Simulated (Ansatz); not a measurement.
# TaN (P-6m2): zone-centre modes under pressure

Aim: how do the optical modes of TaN (P-6m2) move with volume?

Calculated with Ansatz 0.2.0; DFT LDA, scalar-relativistic, plane waves, PAW; PAW set soft_1.

### 1. The starting structure

It takes space group P-6m2 (No. 187, hexagonal). The conventional cell has a = 2.938 Å, b = 2.938 Å, c = 2.883 Å, α = 90.00°, β = 90.00°, γ = 120.00°. Nearest to N lie 6 Ta at 2.23 Å. Nearest to Ta lie 6 N at 2.23 Å. Farther neighbours and most contacts between anions are not listed.

Coordinates:

```cif
data_structure
_symmetry_space_group_name_H-M 'P-6m2'
_symmetry_Int_Tables_number 187
_cell_length_a 2.9380
_cell_length_b 2.9380
_cell_length_c 2.8830
_cell_angle_alpha 90.000
_cell_angle_beta 90.000
_cell_angle_gamma 120.000
_cell_volume 21.55
loop_
_atom_site_label
_atom_site_type_symbol
_atom_site_symmetry_multiplicity
_atom_site_Wyckoff_symbol
_atom_site_fract_x
_atom_site_fract_y
_atom_site_fract_z
_atom_site_occupancy
N1 N 1 e 0.66667 0.33333 0.00000 1
Ta1 Ta 1 b 0.00000 0.00000 0.50000 1
```

### 2. A rough relaxation first

A rough relaxation comes first, because large forces or stress need no tight tolerances yet.

Input file input.yaml:

```yaml
crystal:
  lattice:
    - [2.938, 0.0, 0.0]
    - [-1.469, 2.5443826363, 0.0]
    - [0.0, 0.0, 2.883]
  atoms:
    - { symbol: "N", position: [0.66666667, 0.33333333, 0.0] }
    - { symbol: Ta, position: [0.0, 0.0, 0.5] }
kpoints:
  mp_grid: { grid: [9, 9, 8] }
hamiltonian:
  xc: lda
  pseudopotentials: { kind: paw, azcp: { folder: soft_1 }, xc_functional: pbe }
scf:
  occupations: { method: gaussian, width: 0.1 }
output:
  forces: true
  stress: true
  eigenvalues: true
relax:
  adjacent_minimum: "off"
  f_tol: 0.05
  max_steps: 80
  cell: { stress_tol: 0.5 }
```

Command:

```console
ansatz run input.yaml --threads 4 --pin off --max-ram 10240MiB --backend cpu --events-out ev --progress --plain --runs-dir out
```

Numbers of over 12 decimals in the logs are rounded to 6 here.

The program printed:

```text
The last accepted step is kept in <dir> (removed where the run ends without a failure and the disk answers)
Engine: ansatz 0.2.0, aarch64-unknown-linux-gnu
Pseudopotentials: kind: paw
Pseudopotential: N, paw, valence charge 5, recommended cutoff 420 eV (normal), soft_1/N.paw.azcp
Pseudopotential: Ta, paw, valence charge 13, recommended cutoff 420 eV (normal), soft_1/Ta.paw.azcp
Functional definition: SPW92
[...]
--- Relaxed structure (4 steps of the walk, 4 accepted, 1 SCFs on fresh bases) ---
  F+E_penalty+E_count = -10060.03402565 eV   max|allowed force component| = 7.401e-17 eV/Å   (the final SCF, on the basis selected at the relaxed cell)
  cell:  # Å, volume = 20.8703 Å³
    - [2.906418, 0.0, 0.0]
    - [-1.453209, 2.517031, 0.0]
    - [0.0, 0.0, 2.852872]
  atoms:
    - { symbol: N, position: [0.666667, 0.333333, 0.0] }
    - { symbol: Ta, position: [1.8503717008154215e-17, -1.8503717008154243e-17, 0.5] }
[key lines of the parts left out:]
SCF converged after 8 iterations
Free energy (F): -10060.034026 eV
Fermi energy:    20.538947 eV
P = ⅓ Tr σ = -0.1679 GPa (-1.679 kbar)
```

It took 4.5 s on 4 threads of Arm Neoverse V1, shared host; peak memory 0.3 GiB; 13 s of CPU time.

Step by step:

```csv
step,energy less that of the first step (eV),largest force component (eV/Å),pressure (GPa),volume (Å³)
1,0.0000,0.0000,-11.60,21.55
2,-0.0131,0.0000,8.07,20.43
3,-0.0265,0.0000,0.03,20.87
4,-0.0270,0.0000,-0.07,20.87
5*,-0.0257,0.0000,-0.17,20.87
```

Relaxation steps marked * repeat the geometry before them on a plane-wave basis chosen anew for their cell, so energy and pressure can jump there.

Forces are held to the 12 operations that the run works with; a distortion that breaks them can't arise in this run.

```csv
"conventional cell, symmetrised",before,after,change
a (Å),2.938,2.906,-1.1 %
b (Å),2.938,2.906,-1.1 %
c (Å),2.883,2.853,-1.0 %
volume (Å³/atom),10.78,10.44,-3.2 %
```

The relaxed structure:

```cif
data_structure
_symmetry_space_group_name_H-M 'P 1'
_symmetry_Int_Tables_number 1
_cell_length_a 2.9064
_cell_length_b 2.9064
_cell_length_c 2.8529
_cell_angle_alpha 90.000
_cell_angle_beta 90.000
_cell_angle_gamma 120.000
_cell_volume 20.87
loop_
_atom_site_label
_atom_site_type_symbol
_atom_site_fract_x
_atom_site_fract_y
_atom_site_fract_z
_atom_site_occupancy
N1 N 0.66667 0.33333 0.00000 1
Ta2 Ta 0.00000 0.00000 0.50000 1
```

Numbers from this step:

```
pressure          : -0.1679 GPa
volume per atom   : 10.44 Å³
gap on the k-mesh : 0 eV
```

In this step the volume went from 10.78 to 10.44 Å³/atom.

### 3. Relaxation

The cell and atoms are relaxed, since residual forces and stress would shift the frequencies.

input.yaml, the sections that differ from step 2:

```yaml
crystal:
  lattice:
    - [2.906417592, 0.0, 0.0]
    - [-1.453208796, 2.5170314687, 0.0]
    - [0.0, 0.0, 2.8528722576]
  atoms:
    - { symbol: "N", position: [0.6666666667, 0.3333333333, 0.0] }
    - { symbol: Ta, position: [0.0, 0.0, 0.5] }
kpoints:
  mp_grid: { grid: [18, 18, 14] }
relax:
  adjacent_minimum: "off"
  f_tol: 0.005
  max_steps: 80
  cell: { stress_tol: 0.05 }
# hamiltonian, scf, output: as in step 2
```

The program printed:

```text
[...]
Crystal: 2 atoms, lattice volume = 20.870 Å³
Basis set: ecut = 420 eV, 405 PW (Γ)
Bands: 13, of which v1, the nominal top of the filled ones, is band 9 counted from 1 (8 counted from 0)
Symmetry: 12 space group operations
[...]
k-points: 296 of 4536 (time reversal used)
[...]
k-point 295: bands = [... 5 lower, 11.9751, 13.8365, 16.6117, 20.1767, 25.2352, 25.7555, 27.4748, 28.3018]
--- Relaxed structure (3 steps of the walk, 2 accepted, 1 SCFs on fresh bases) ---
[...]
cell:  # Å, volume = 20.8622 Å³
    - [2.906555, 0.0, 0.0]
    - [-1.453278, 2.517151, 0]
    - [0.0, 0, 2.851499]
  atoms:
    - { symbol: N, position: [0.666667, 0.333333, 0] }
    - { symbol: Ta, position: [-3.7007434155248937e-17, 0, 0.5] }
[key lines of the parts left out:]
SCF converged after 7 iterations
Free energy (F): -10060.033344 eV
Fermi energy:    20.445684 eV
P = ⅓ Tr σ = 0.0002 GPa (0.002 kbar)
```

Elapsed: 11 s, on 4 threads; peak memory 0.41 GiB; 41 s of CPU time.

Little changed from the start: no atom moved by 0.005 Å and no cell edge by 0.1 %.

Numbers from this step:

```yaml
pressure: 1.79e-4 GPa
volume_per_atom: 10.43 Å³
```

In this step the volume went from 10.44 to 10.43 Å³/atom.

### 4. Tight relaxation

Phonons need small forces and stress, so the relaxation is finished with tight tolerances on 18×18×16 k points.

Input file input.yaml:

```yaml
crystal:
  lattice:
    - [2.9065554379, 0.0, 0.0]
    - [-1.4532777189, 2.5171508467, 0.0]
    - [0.0, 0.0, 2.8514994028]
  atoms:
    - { symbol: "N", position: [0.6666666667, 0.3333333333, 0.0] }
    - { symbol: Ta, position: [0.0, 0.0, 0.5] }
kpoints:
  mp_grid: { grid: [18, 18, 16] }
hamiltonian:
  xc: lda
  pseudopotentials: { kind: paw, azcp: { folder: soft_1 }, xc_functional: pbe }
scf:
  occupations: { method: methfessel_paxton, width: 0.2 }
output:
  forces: true
  stress: true
  eigenvalues: true
  write_density: true
  write_potential: true
  elf: true
  volumetric_format: npy
relax:
  adjacent_minimum: "off"
  f_tol: 0.001
  max_steps: 60
  cell: { stress_tol: 0.01 }
```

The program printed:

```text
[...]
Crystal: 2 atoms, lattice volume = 20.862 Å³
Basis set: ecut = 420 eV, 405 PW (Γ)
Bands: 13, of which v1, the nominal top of the filled ones, is band 9 counted from 1 (8 counted from 0)
Symmetry: 12 space group operations
[...]
k-points: 333 of 5184 (time reversal used)
[...]
k-point 332: bands = [... 5 lower, 11.9749, 13.8358, 16.6109, 20.1754, 25.2341, 25.7540, 27.4727, 28.3003]
--- Relaxed structure (3 steps of the walk, 2 accepted, 1 SCFs on fresh bases) ---
[...]
cell:  # Å, volume = 20.8630 Å³
    - [2.906508, -2.88669539258252e-11, 0]
    - [-1.453254, 2.517110, 0]
    - [0, 0, 2.851695]
  atoms:
    - { symbol: N, position: [0.666667, 0.333333, 0] }
    - { symbol: Ta, position: [-3.700743415524894e-17, 0, 0.500000] }
[key lines of the parts left out:]
SCF converged after 3 iterations
Free energy (F): -10060.033086 eV
Fermi energy:    20.407835 eV
P = ⅓ Tr σ = -0.0008 GPa (-0.008 kbar)
```

Elapsed: 12 s, on 4 threads; peak memory 0.43 GiB; 45 s of CPU time.

Little changed from the start: no atom moved by 0.005 Å and no cell edge by 0.1 %.

This step gave:

```yaml
pressure: -7.72e-4 GPa
```

Electrostatic potential energy in the ac plane at fractional y = 0.333, with atoms of N within 0.2 Å of it. With pseudopotentials it is smooth inside the atoms' cores, unlike the true potential.

Ten even steps from '_' (-35 eV) to '@' (20 eV):
```
@@@@@@@@@@@@@@++::______::++@@
@@@@@@@@@@@@@@##==::..::==##@@
@@@@@@@@@@@@@@@@##++++++##@@@@
%%%%%%%%%%%%@@@@@@%%%%%%@@@@@@
%%########%%%%@@@@@@@@@@@@@@%%
##********##%%@@@@@@@@@@@@@@%%
##**++++**##%%@@@@@@@@@@@@@@%%
##**++++**##%%@@@@@@@@@@@@@@%%
##********##%%@@@@@@@@@@@@@@%%
%%########%%%%@@@@@@@@@@@@@@%%
%%%%%%%%%%%%@@@@@@%%%%%%@@@@@@
@@@@@@@@@@@@@@@@##++++++##@@@@
@@@@@@@@@@@@@@##==::..::==##@@
@@@@@@@@@@@@@@++::______::++@@
@@@@@@@@@@@@%%++..______..++%%
```
Columns run along a (2.9 Å; values clipped at the 3rd and 97th percentile), rows up along c (2.9 Å). Atoms in or near the plane, at fractional coordinates: N at (0.67, 0.00).

Valence density in the ac plane at fractional y = 0.333, with atoms of N within 0.2 Å of it. It is the smooth field of the valence electrons, not physical close to the nuclei.

Values in e/Å³, 15 rows by 15 columns:
```
0.4 0.3 0.2 0.2 0.3 0.4 0.8 1.6 2.8 3.5 3.5 3.5 2.8 1.6 0.8
0.4 0.3 0.2 0.2 0.3 0.4 0.7 1.2 2.0 2.8 3.1 2.8 2.0 1.2 0.7
0.4 0.3 0.3 0.3 0.3 0.4 0.5 0.8 1.2 1.6 1.8 1.6 1.2 0.8 0.5
0.4 0.4 0.4 0.4 0.4 0.4 0.4 0.6 0.7 0.9 0.9 0.9 0.7 0.6 0.4
0.5 0.6 0.6 0.6 0.6 0.5 0.4 0.4 0.5 0.5 0.5 0.5 0.5 0.4 0.4
0.6 0.8 1.0 1.0 0.8 0.6 0.4 0.4 0.3 0.3 0.3 0.3 0.3 0.4 0.4
0.7 1.1 1.3 1.3 1.0 0.7 0.5 0.3 0.3 0.3 0.3 0.3 0.3 0.3 0.5
0.7 1.1 1.3 1.3 1.0 0.7 0.5 0.3 0.3 0.3 0.3 0.3 0.3 0.3 0.5
0.6 0.8 1.0 1.0 0.8 0.6 0.4 0.4 0.3 0.3 0.3 0.3 0.3 0.4 0.4
0.5 0.6 0.6 0.6 0.6 0.5 0.4 0.4 0.5 0.5 0.5 0.5 0.5 0.4 0.4
0.4 0.4 0.4 0.4 0.4 0.4 0.4 0.6 0.7 0.9 0.9 0.9 0.7 0.6 0.4
0.4 0.3 0.3 0.3 0.3 0.4 0.5 0.8 1.2 1.6 1.8 1.6 1.2 0.8 0.5
0.4 0.3 0.2 0.2 0.3 0.4 0.7 1.2 2.0 2.8 3.1 2.8 2.0 1.2 0.7
0.4 0.3 0.2 0.2 0.3 0.4 0.8 1.6 2.8 3.5 3.5 3.5 2.8 1.6 0.8
0.5 0.3 0.2 0.2 0.3 0.5 0.9 1.7 3.0 3.5 3.3 3.5 3.0 1.7 0.9
```
Columns run along a (2.9 Å), rows up along c (2.9 Å). Atoms in or near the plane, at fractional coordinates: N at (0.67, 0.00).

ELF in the ac plane at fractional y = 0.333, with atoms of N within 0.2 Å of it. It is the smooth field of the valence electrons, not physical close to the nuclei.

Ten even steps from '0' (0.01) to '9' (0.80):
```
631136998414899
521125899878998
310013699999996
111111368999863
123321235676532
345542112333211
466654211111112
466654211111112
345542112333211
123321235676532
111111368999863
310013699999996
521125899878998
631136998414899
731137997101799
```
Columns run along a (2.9 Å), rows up along c (2.9 Å). Atoms in or near the plane, at fractional coordinates: N at (0.67, 0.00).

The forces vanish by symmetry and the pressure is -0.001 GPa, within the tolerances set. The cell now holds 10.43 Å³/atom.

### 5. Modes at rest

The force constants come from the linear response of the density to a displacement.

The modes at rest are the reference of the series.

input.yaml, the sections that differ from step 4:

```yaml
crystal:
  lattice:
    - [2.9065084234, 0.0, 0.0]
    - [-1.4532542117, 2.517110131, 0.0]
    - [0.0, 0.0, 2.8516947046]
  atoms:
    - { symbol: "N", position: [0.6666666667, 0.3333333333, 0.0] }
    - { symbol: Ta, position: [0.0, 0.0, 0.5] }
output:
  eigenvalues: true
phonons:
  method: dfpt
# kpoints, hamiltonian, scf: as in step 4
# relax: removed
```

The program printed:

```text
zone centre: on kpoints.mp_grid the ground state, and the responses unless they are solved on pairs of k-points, stand on 819 of the mesh's 5184 k-points, reduced under 4 symmetry operations, with k and −k counted as one. Each operation leaves every solved displacement unchanged or reverses it
[...]
Crystal: 2 atoms, lattice volume = 20.863 Å³
Basis set: ecut = 420 eV, 405 PW (Γ), exchange–correlation on 40×40×40 points (8 copies of the dense FFT grid, shifted against one another)
Bands: 13, of which v1, the nominal top of the filled ones, is band 9 counted from 1 (8 counted from 0)
Symmetry: 12 space group operations
k-points: 819 of 5184 (irreducible under 4 space group operations, time reversal used)
[...]
SCF iter   1: F=—  HF=-10060.080589 eV  |F-HF|=—  |Δ(HF+E_count)|=         —  Δρ=4.86e-2  dr2=2.92e-1  ethr=3.10e-3  ⟨swp⟩=5.0  Hψ=52937  notcnv=0
[...]
SCF iter   8: F=-10060.033087 eV  HF=-10060.033087 eV  |F-HF|=0.00e0  |Δ(HF+E_count)|=  2.00e-11  S|Δr|=    0.00e0  Δρ=5.90e-8  dr2=2.33e-13  ethr=1.00e-12  ⟨swp⟩=6.0  Hψ=45407  notcnv=0
SCF 1 converged in 8 iterations: F = -10060.033087 eV  dr2 = 2.33e-13
[...]
DFPT response loops at Γ: preconditioner auto → Kerker (q_TF=auto, 2.662 Å⁻¹) (partly filled bands, converged f_vac=0.000); β = 1.00, the filter's whole step (`scf.mixing.beta` (0.50) is not read by the response loops under this deck's `scf.mixing.preconditioner`; to damp them name `kerker` or `kerker_dos`, under which they read `scf.mixing.beta`, and type it under 1.00, their step now; both keys bind the ground state too); Broyden in place of MSR1
SCF converged after 8 iterations
[...]
Free energy (F): -10060.033087 eV
[...]
Internal energy: -10060.033856 eV  (E = F + TS)
E sigma→0 (E₀):  -10060.033279 eV
Entropy (-TS):   0.000769 eV (0.385 meV/atom)
Fermi energy:    20.407835 eV
[...]
--- Band table (eV; the first three rows and the last of 819) ---
  k-point 0: bands = [... 5 lower, 15.7822, 15.7822, 16.1360, 17.5408, 23.0267, 24.1959, 24.1959, 24.6107]
  k-point 1: bands = [... 5 lower, 15.8157, 15.8157, 15.8389, 17.7907, 23.1655, 23.5491, 23.5491, 25.1068]
  k-point 2: bands = [... 5 lower, 15.1650, 15.9118, 15.9118, 18.3692, 22.7076, 22.7076, 23.5429, 25.4900]
  k-point 818: bands = [... 5 lower, 12.6717, 13.5274, 16.3118, 19.4689, 24.7932, 25.7210, 26.7854, 27.8471]
--- Phonons (Γ-DFPT): 4 representative perturbations + reference, on 819 of 5184 k-points (Σ response iterations 12) ---
  k mesh reduced under 4 symmetry operations, with k and −k counted as one. Each operation leaves every solved displacement unchanged or reverses it
  ASR residual: 2.302e-5 → 0.000e0 eV/Å²; symmetrization residual: 3.338e-6 eV/Å²
  ASR residual per site (eV/Å²): 2.30e-5 2.22e-5
  Γ frequencies (cm⁻¹): 0.00 0.00 0.00 543.74 543.74 567.89
  non-analytic LO–TO correction: not included (Born effective charges unavailable; polar crystals: no LO–TO splitting at Γ)
```

Run time: 28 s. Hardware: 4 threads; peak memory 0.88 GiB.

In the SCF lines HF is the Harris–Foulkes energy and dr2 the Hartree energy of the density residual, in eV; the loop may stop once dr2 is under the threshold and the program's other checks hold. Hψ counts applications of the Hamiltonian.

This step gave:

| Item | Value |
| --- | --- |
| sum-rule residual before enforcement | 2.30e-5 eV/Å² |
| point group | -6m2 |
| highest optical mode at the zone centre (no LO-TO term) | 567.9 cm⁻¹ |
| lowest optical zone-centre mode | 543.7 cm⁻¹ |

Patterns of degenerate modes are one choice out of their space. Modes at Γ, with each element's share of the kinetic energy:

```csv
mode,frequency (cm⁻¹),symmetry,N %,Ta %
1,0.0,acoustic,7,93
2,0.0,acoustic,7,93
3,0.0,acoustic,7,93
4,543.7,E',93,7
5,543.7,E',93,7
6,567.9,A2'',93,7
```

Displacements in mode 4 (543.7 cm⁻¹), the largest set to 1:
```
N1   0.00  1.00  0.00
Ta2  0.00 -0.08  0.00
```

Displacements in mode 6 (567.9 cm⁻¹), the largest set to 1:
```
N1   0.00  0.00  1.00
Ta2  0.00  0.00 -0.08
```

Before it was imposed, the acoustic sum rule was missed by 2.3e-5 eV/Å². Small misses are needed for a sound result but don't prove that mesh and cutoff are converged. The lowest optical mode is real, 544 cm⁻¹.

### 6. A member of the series: 1.06 times the volume at rest

The cell is set to 1.06 times the volume at rest, and shape and atoms relax at that volume.

input.yaml, the sections that differ from step 5:

```yaml
crystal:
  lattice:
    - [2.9661479568, 0.0, 0.0]
    - [-1.4830739784, 2.568759482, 0.0]
    - [0.0, 0.0, 2.9024613487]
  atoms:
    - { symbol: "N", position: [0.6666666667, 0.3333333333, 0.0] }
    - { symbol: Ta, position: [0.0, 0.0, 0.5] }
output:
  forces: true
  stress: true
  eigenvalues: true
relax:
  adjacent_minimum: "off"
  f_tol: 0.001
  max_steps: 60
  cell: { stress_tol: 0.01, fix: [volume] }
# kpoints, hamiltonian, scf: as in step 5
# phonons: removed
```

The program printed:

```text
[...]
Crystal: 2 atoms, lattice volume = 22.115 Å³
Basis set: ecut = 420 eV, 405 PW (Γ)
Bands: 13, of which v1, the nominal top of the filled ones, is band 9 counted from 1 (8 counted from 0)
Symmetry: 12 space group operations
[...]
k-points: 333 of 5184 (time reversal used)
[...]
k-point 332: bands = [... 5 lower, 11.1736, 12.7517, 15.3608, 18.8522, 23.4109, 24.0389, 25.6540, 26.4624]
--- Relaxed structure (3 steps of the walk, 2 accepted, 1 SCFs on fresh bases) ---
[...]
cell:  # Å, volume = 22.1148 Å³
    - [2.967419, 0.0, 0]
    - [-1.483710, 2.569861, 0]
    - [0, 0, 2.899975]
  atoms:
    - { symbol: N, position: [0.666667, 0.333333, 0] }
    - { symbol: Ta, position: [-3.700743415524894e-17, 0, 0.5] }
[key lines of the parts left out:]
SCF converged after 4 iterations
Free energy (F): -10059.952657 eV
Fermi energy:    19.140197 eV
P = ⅓ Tr σ = -19.5484 GPa (-195.484 kbar)
```

Run time: 12 s. Hardware: 4 threads; peak memory 0.43 GiB.

Little changed from the start: no atom moved by 0.005 Å and no cell edge by 0.1 %.

This step gave:

| Quantity | Value |
| --- | --- |
| pressure | -19.55 GPa |
| volume per atom | 11.06 Å³ |

The forces vanish by symmetry, at a pressure of -19.55 GPa.

### 7. Modes of this member: 1.06 times the volume at rest

The zone-centre modes follow for 1.06 times the volume at rest.

input.yaml, the sections that differ from step 6:

```yaml
crystal:
  lattice:
    - [2.9674194705, 0.0, 0.0]
    - [-1.4837097352, 2.5698606451, 0.0]
    - [0.0, 0.0, 2.8999745223]
  atoms:
    - { symbol: "N", position: [0.6666666667, 0.3333333333, 0.0] }
    - { symbol: Ta, position: [0.0, 0.0, 0.5] }
output:
  eigenvalues: true
phonons:
  method: dfpt
# kpoints, hamiltonian, scf: as in step 6
# relax: removed
```

The program printed:

```text
[...]
Crystal: 2 atoms, lattice volume = 22.115 Å³
Basis set: ecut = 420 eV, 405 PW (Γ), exchange–correlation on 40×40×40 points (8 copies of the dense FFT grid, shifted against one another)
Bands: 13, of which v1, the nominal top of the filled ones, is band 9 counted from 1 (8 counted from 0)
Symmetry: 12 space group operations
k-points: 819 of 5184 (irreducible under 4 space group operations, time reversal used)
[...]
SCF iter   1: F=—  HF=-10059.989709 eV  |F-HF|=—  |Δ(HF+E_count)|=         —  Δρ=4.60e-2  dr2=2.58e-1  ethr=3.10e-3  ⟨swp⟩=5.0  Hψ=53117  notcnv=0
[...]
SCF iter   8: F=-10059.952658 eV  HF=-10059.952658 eV  |F-HF|=1.82e-12  |Δ(HF+E_count)|=  9.09e-12  S|Δr|=    0.00e0  Δρ=8.02e-8  dr2=6.06e-13  ethr=1.00e-12  ⟨swp⟩=6.1  Hψ=46933  notcnv=0
SCF 1 converged in 8 iterations: F = -10059.952658 eV  dr2 = 6.06e-13
[...]
SCF converged after 8 iterations
[...]
Free energy (F): -10059.952658 eV
[...]
Internal energy: -10059.953120 eV  (E = F + TS)
E sigma→0 (E₀):  -10059.952773 eV
Entropy (-TS):   0.000462 eV (0.231 meV/atom)
Fermi energy:    19.140198 eV
[...]
--- Band table (eV; the first three rows and the last of 819) ---
  k-point 0: bands = [... 5 lower, 14.7126, 14.7126, 15.1197, 16.3385, 21.2616, 22.6536, 22.6536, 22.9857]
  k-point 1: bands = [... 5 lower, 14.7442, 14.7442, 14.7915, 16.6092, 21.4097, 22.0346, 22.0346, 23.4660]
  k-point 2: bands = [... 5 lower, 14.0906, 14.8348, 14.8348, 17.1898, 21.2513, 21.2513, 21.8081, 23.8296]
  k-point 818: bands = [... 5 lower, 11.8134, 12.4694, 15.1016, 18.1807, 23.0555, 24.0491, 24.9614, 26.0303]
[...]
ASR residual: 3.343e-5 → 0.000e0 eV/Å²; symmetrization residual: 4.077e-6 eV/Å²
  ASR residual per site (eV/Å²): 2.64e-5 3.34e-5
  Γ frequencies (cm⁻¹): 0.00 0.00 0.00 490.87 490.87 495.10
[...]
```

Wall time 28 s (4 threads); peak memory 0.9 GiB; 1.8 min of CPU time.

Numbers from this step:

| Item | Value |
| --- | --- |
| sum-rule residual before enforcement | 3.34e-5 eV/Å² |
| highest optical mode at the zone centre (no LO-TO term) | 495.1 cm⁻¹ |
| lowest optical zone-centre mode | 490.9 cm⁻¹ |

Patterns of degenerate modes are one choice out of their space. Modes at Γ, with each element's share of the kinetic energy:

```csv
mode,frequency (cm⁻¹),symmetry,N %,Ta %
1,0.0,acoustic,7,93
2,0.0,acoustic,7,93
3,0.0,acoustic,7,93
4,490.9,E',93,7
5,490.9,E',93,7
6,495.1,A2'',93,7
```

The lowest optical mode is real, 491 cm⁻¹, and the highest lies at 495.1 cm⁻¹.

Between step 5 and this run (volume ratio 1.06) the value for the highest optical mode at the zone centre (no LO-TO term) moves from 568 cm⁻¹ to 495 cm⁻¹ (-13 %).

(Continued in part 2 of 2.)

[Logs are printed without paths, hosts, clocks, repeated set-up lines and the standing remarks that a program may print on its own settings, such as how far it seeks lower states.]

[Hosts, paths, dates, database ids (printed as entryN), source tags and the programs' standing remarks are cut or masked in the printed files.]
